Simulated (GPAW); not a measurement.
# GaCo: optical spectrum from first principles

Aim: the dielectric function of GaCo, and the optical constants that follow from it.

Calculated with GPAW 26.7.0; DFT, PBE, plane-wave PAW (GPAW data sets), scalar-relativistic, RPA, optical limit.

Report form: the programs' logs are mostly left out.

## 1. The starting structure

The structure is cubic, space group Pm-3m (No. 221). The conventional cell has a = 2.878 Å, b = 2.878 Å, c = 2.878 Å, α = 90.00°, β = 90.00°, γ = 90.00°. Ga has 8 Co at 2.49 Å nearest. Nearest to Co lie 8 Ga at 2.49 Å. Farther neighbours are not listed.

## 2. Ground state

First the ground state: is it a metal or has it a gap?

This step: DFT, PBE, plane-wave PAW (GPAW data sets), scalar-relativistic, ground state (GPAW 26.7.0).

Contents of gs.py:

```python
from ase import Atoms
from ase.dft.bandgap import bandgap
from gpaw import GPAW, PW, FermiDirac

atoms = Atoms(['Ga', 'Co'],
              cell=[[2.878000000000, 0.000000000000, 0.000000000000],
                    [0.000000000000, 2.878000000000, 0.000000000000],
                    [0.000000000000, 0.000000000000, 2.878000000000]],
              scaled_positions=[[0.500000000000, 0.500000000000, 0.500000000000],
                                [0.000000000000, 0.000000000000, 0.000000000000]],
              pbc=[True, True, True])
atoms.calc = GPAW(mode=PW(500), xc='PBE', kpts={'size': (8, 8, 8), 'gamma': True},
                  occupations=FermiDirac(0.05), maxiter=150, txt='gs.txt')
print('energy (eV)', atoms.get_potential_energy())
print('Fermi level (eV)', atoms.calc.get_fermi_level())
print('valence electrons', atoms.calc.get_number_of_electrons())
print('gap (eV)', bandgap(atoms.calc, output=None)[0])
print('direct gap (eV)', bandgap(atoms.calc, direct=True, output=None)[0])
atoms.calc.write('gs.gpw')
```

Launch:

```
$ OMP_NUM_THREADS=1 python gs.py
```

Elapsed: 5.6 s, on 1 thread of Arm Neoverse V1, shared host; peak memory 0.13 GiB.

This run has no spin polarisation, although Co can carry a moment.

Numbers from this step:

```
energy       : -11.60 eV
Fermi energy : 10.54 eV
electrons    : 12
```

There are states at the Fermi level within the smearing, so the occupations stay smeared and the carriers get a Drude term.

## 3. Bands for the response

The response needs many more empty bands than the density does.

This step: DFT, PBE, plane-wave PAW (GPAW data sets), scalar-relativistic, bands at fixed density (GPAW 26.7.0).

Contents of nscf.py:

```python
from ase.dft.bandgap import bandgap
from gpaw import GPAW, FermiDirac

calc = GPAW('gs.gpw').fixed_density(kpts={'size': (15, 15, 15), 'gamma': True}, nbands=32, convergence={'bands': 26},
                                    occupations=FermiDirac(0.05), txt='nscf.txt')
print('gap (eV)', bandgap(calc, output=None)[0])
print('direct gap (eV)', bandgap(calc, direct=True, output=None)[0])
print('top band over the Fermi level (eV)', min(calc.get_eigenvalues(kpt=k)[25] for k in range(len(calc.get_ibz_k_points()))) - calc.get_fermi_level())
calc.write('full.gpw', mode='all')
```

Launch:

```
$ OMP_NUM_THREADS=1 python nscf.py
```

Elapsed: 39 s, on 1 thread; peak memory 0.18 GiB.

## 4. Dielectric function, RPA

Local fields let the induced charge screen the field inside the cell, which as a rule lowers ε, most along directions where the density is uneven.

This step: DFT, PBE, plane-wave PAW (GPAW data sets), scalar-relativistic, RPA, optical limit (GPAW 26.7.0).

Contents of df.py:

```python
from gpaw.response.df import DielectricFunction

df = DielectricFunction('full.gpw', frequencies={'type': 'nonlinear', 'domega0': 0.03, 'omega2': 8},
                        ecut=50,
                        eta=0.15,
                        nbands=26,
                        rate=0.05,
                        txt='df.txt')
for direction in ['x']:
    df.get_dielectric_function(xc='RPA', direction=direction, filename=f'df_{direction}.csv')
```

Launch:

```
$ OMP_NUM_THREADS=1 python df.py
```

Wall time 7 s (1 thread); peak memory 0.22 GiB.

Some rows of df_x.csv (energy; Re and Im without local fields; Re and Im with them):

```text
0.000000, 6324.186947, 0.000000, 6324.013907, 0.000000
0.429336, -45.808736, 28.703250, -45.984651, 28.692284
0.878195, -0.785183, 27.817789, -0.984029, 27.821451
1.347938, -0.189153, 18.578321, -0.378408, 18.459926
1.840057, 0.436167, 14.283024, 0.314428, 14.121099
2.356191, 0.344187, 10.195868, 0.314743, 10.114259
2.898142, 2.581365, 6.463214, 2.484344, 6.425650
3.467895, 4.961975, 5.488400, 4.823864, 5.431723
4.067647, 8.371926, 5.825224, 8.176249, 5.741459
4.699832, 7.692861, 14.429430, 7.435415, 14.112765
5.367152, 5.063641, 9.482048, 4.819761, 9.054864
6.072622, -4.380180, 16.002052, -3.430401, 16.261905
6.819608, -5.189266, 10.185648, -5.018936, 10.423529
7.611886, -3.912301, 5.858031, -3.941904, 5.878134
8.453705, -4.413092, 4.041488, -4.368694, 4.127692
9.349861, -3.022334, 2.544979, -3.025991, 2.563852
10.305790, -2.422244, 1.866176, -2.429662, 1.889734
11.327680, -1.377797, 1.309601, -1.381296, 1.317194
12.422601, -1.002512, 1.120388, -1.010285, 1.120637
13.598673, -0.651091, 1.171045, -0.652768, 1.175066
```

The Im ε, E ∥ x has structure finer than the step of the table below, so its rows give means over 0.5 eV, whole bins alone (the curve runs from 0.305 to 14.0 eV). Peaks (eV: height): 0.78: 29.7, 4.75: 14.4, 5.87: 18.8.

Sum at mesh points, not converged in k. Table of Im ε, E ∥ x by photon energy; means over each step:

```
photon energy (eV)  Im ε, E ∥ x
               1.0         25.6
               1.5         17.0
               2.0         13.0
               2.5         8.80
               3.0         6.26
               3.5         5.32
               4.0         5.67
               4.5         11.2
               5.0         12.1
               5.5         11.5
               6.0         16.8
               6.5         11.3
               7.0         8.57
               7.5         6.14
               8.0         5.44
               8.5         3.98
               9.0         3.07
               9.5         2.52
              10.0         2.27
              10.5         1.73
              11.0         1.40
              11.5         1.31
              12.0         1.31
              12.5         1.16
              13.0         1.14
              13.5         1.18
```

Values under 1 per cm are given as 1; sum at mesh points, not converged in k. Table of absorption coefficient, E ∥ x by photon energy:

photon energy (eV), log10 absorption coefficient, E ∥ x (1/cm) and a bar from the least value:
```
    0.492        5.4 
    1.010        5.6 ####
    1.486        5.6 ######
    1.985        5.7 #########
    2.508        5.7 #########
    3.018        5.6 ######
    3.510        5.6 #####
    3.980        5.6 #####
    4.516        5.9 ###############
    4.981        6.0 #####################
    5.515        6.0 ##################
    6.021        6.3 #############################
    6.494        6.3 ############################
    6.985        6.3 ##############################
    7.496        6.3 #############################
    8.026        6.3 #############################
    8.516        6.3 #############################
    9.023        6.3 ############################
    9.483        6.2 ###########################
   10.026        6.2 ############################
   10.519        6.2 ###########################
   11.029        6.2 ##########################
   11.479        6.2 #########################
   12.023        6.2 #########################
   12.504        6.1 ########################
   13.000        6.1 ########################
   13.512        6.1 ########################
```

The Im ε, E ∥ x has structure finer than the step of the table below, so its rows give means over 0.5 eV, whole bins alone (the curve runs from 0.305 to 14.0 eV). Peaks (eV: height): without local fields 0.78: 29.7, 4.79: 14.7, 5.82: 19.5; with local fields 0.78: 29.7, 4.75: 14.4, 5.87: 18.8.

Sum at mesh points, not converged in k. Im ε, E ∥ x against photon energy; means over each step:

```
photon energy (eV)  without local fields  with local fields
               1.0                  25.6               25.6
               1.5                  17.2               17.0
               2.0                  13.2               13.0
               2.5                  8.87               8.80
               3.0                  6.30               6.26
               3.5                  5.37               5.32
               4.0                  5.74               5.67
               4.5                  11.4               11.2
               5.0                  12.5               12.1
               5.5                  12.3               11.5
               6.0                  16.9               16.8
               6.5                  11.0               11.3
               7.0                  8.36               8.57
               7.5                  6.09               6.14
               8.0                  5.44               5.44
               8.5                  3.91               3.98
               9.0                  3.03               3.07
               9.5                  2.50               2.52
              10.0                  2.25               2.27
              10.5                  1.71               1.73
              11.0                  1.39               1.40
              11.5                  1.31               1.31
              12.0                  1.30               1.31
              12.5                  1.16               1.16
              13.0                  1.14               1.14
              13.5                  1.17               1.18
```

Sum at mesh points, not converged in k. Loss function −Im 1/ε at q → 0, E ∥ x against energy loss; read off at these points:

energy loss (eV), loss function −Im 1/ε at q → 0, E ∥ x and a bar:
```
     0.50      0.020 
     1.00      0.039 #
     1.50      0.061 ##
     2.00      0.076 ###
     2.50      0.115 ####
     2.86      0.136 #####
     3.00      0.130 #####
     3.50      0.101 ####
     4.00      0.061 ##
     4.50      0.049 #
     5.00      0.079 ###
     5.50      0.066 ##
     6.00      0.056 ##
     6.50      0.082 ###
     7.00      0.080 ###
     7.50      0.111 ####
     8.00      0.115 ####
     8.50      0.116 #####
     9.00      0.156 ######
     9.50      0.186 ########
    10.00      0.204 #########
    10.50      0.229 ##########
    11.00      0.267 ############
    11.50      0.377 #################
    12.00      0.431 ####################
    12.50      0.537 #########################
    13.00      0.604 ############################
    13.25      0.652 ##############################
    13.50      0.646 ##############################
```

Sum at mesh points, not converged in k. The reflectivity at normal incidence, E ∥ x by photon energy; read off at these points:

```
photon energy (eV)  reflectivity at normal incidence, E ∥ x (%)
             0.500                                         77.4
             0.750                                         60.1
             1.000                                         57.8
             1.250                                         54.7
             1.500                                         49.8
             1.750                                         48.8
             2.000                                         45.6
             2.250                                         43.3
             2.500                                         39.0
             2.750                                         32.0
             3.000                                         28.0
             3.250                                         25.5
             3.500                                         25.4
             3.750                                         25.4
             4.000                                         28.5
             4.250                                         33.0
             4.500                                         39.1
             4.750                                         43.1
             4.840                                         43.5
             5.000                                         41.6
             5.250                                         36.3
             5.500                                         36.4
             5.750                                         47.1
             6.000                                         53.8
             6.125                                         55.0
             6.250                                         54.4
             6.500                                         52.0
             6.750                                         53.9
             7.000                                         58.2
             7.041                                         58.4
             7.250                                         55.7
             7.500                                         53.9
             7.750                                         52.1
             8.000                                         54.6
             8.250                                         55.3
             8.500                                         59.4
             8.578                                         59.6
             8.750                                         57.8
             9.000                                         54.9
             9.250                                         56.3
             9.500                                         54.1
             9.750                                         52.6
            10.000                                         52.7
            10.250                                         55.6
            10.376                                         56.6
            10.500                                         55.0
            10.750                                         53.1
            11.000                                         54.5
            11.250                                         49.7
            11.500                                         46.8
            11.750                                         42.9
            12.000                                         42.6
            12.250                                         42.5
            12.500                                         40.9
            12.750                                         38.0
            13.000                                         36.5
            13.250                                         33.8
            13.500                                         33.7
            13.750                                         34.1
```

Optical constants at common wavelengths, from n + ik = √ε:

```
wavelength (nm)     n      k  R (%)     1/α
           1550  3.80  3.879   60.1   32 nm
           1064  3.21  3.444   56.6   25 nm
            800  2.93  2.754   49.1   23 nm
            633  2.64  2.493   45.7   20 nm
            532  2.30  2.235   42.1   19 nm
            365  2.42  1.123   25.3   26 nm
            248  2.75  2.184   41.6  9.0 nm
```

In reflection the computed colour is faintly yellow: x = 0.339, y = 0.362, luminous reflectivity 43 %.

## 5. Results

At this level (PBE, RPA) GaCo is a metal. The mesh is too coarse to trust the carriers' weight, the reflectivity or the colour to better than tens of per cent. In reflection the computed colour is faintly yellow: x = 0.339, y = 0.362, luminous reflectivity 43 %. The carriers' damping of 0.05 eV is typed, not computed; it shapes the response at the lowest energies. The run has no spin polarisation; magnetic order or correlation, untested here, could change the spectrum. In this version of GPAW the matrix elements of the optical limit are incomplete, which can lower ε − 1 by up to a tenth where first-row anions or d states rule, and shift it by more in d metals. GPAW's carrier term has the form −ωp²/(ω + i·rate)², which damps like twice the rate and fails at low energy, so the curves leave the lowest energies out. The sum runs over mesh points 0.15 Å⁻¹ apart with no interpolation, so peaks are partly noise of the mesh, and the Drude plasma energy, a sum over the Fermi surface, isn't converged.

[Machine, clock and banner lines and Python warnings are left out of the logs.]

[Logs are printed without paths, hosts, clocks, repeated set-up lines and the standing remarks that a program may print on its own settings, such as how far it seeks lower states.]

[Hosts, paths, dates, database ids (printed as entryN), source tags and the programs' standing remarks are cut or masked in the printed files.]
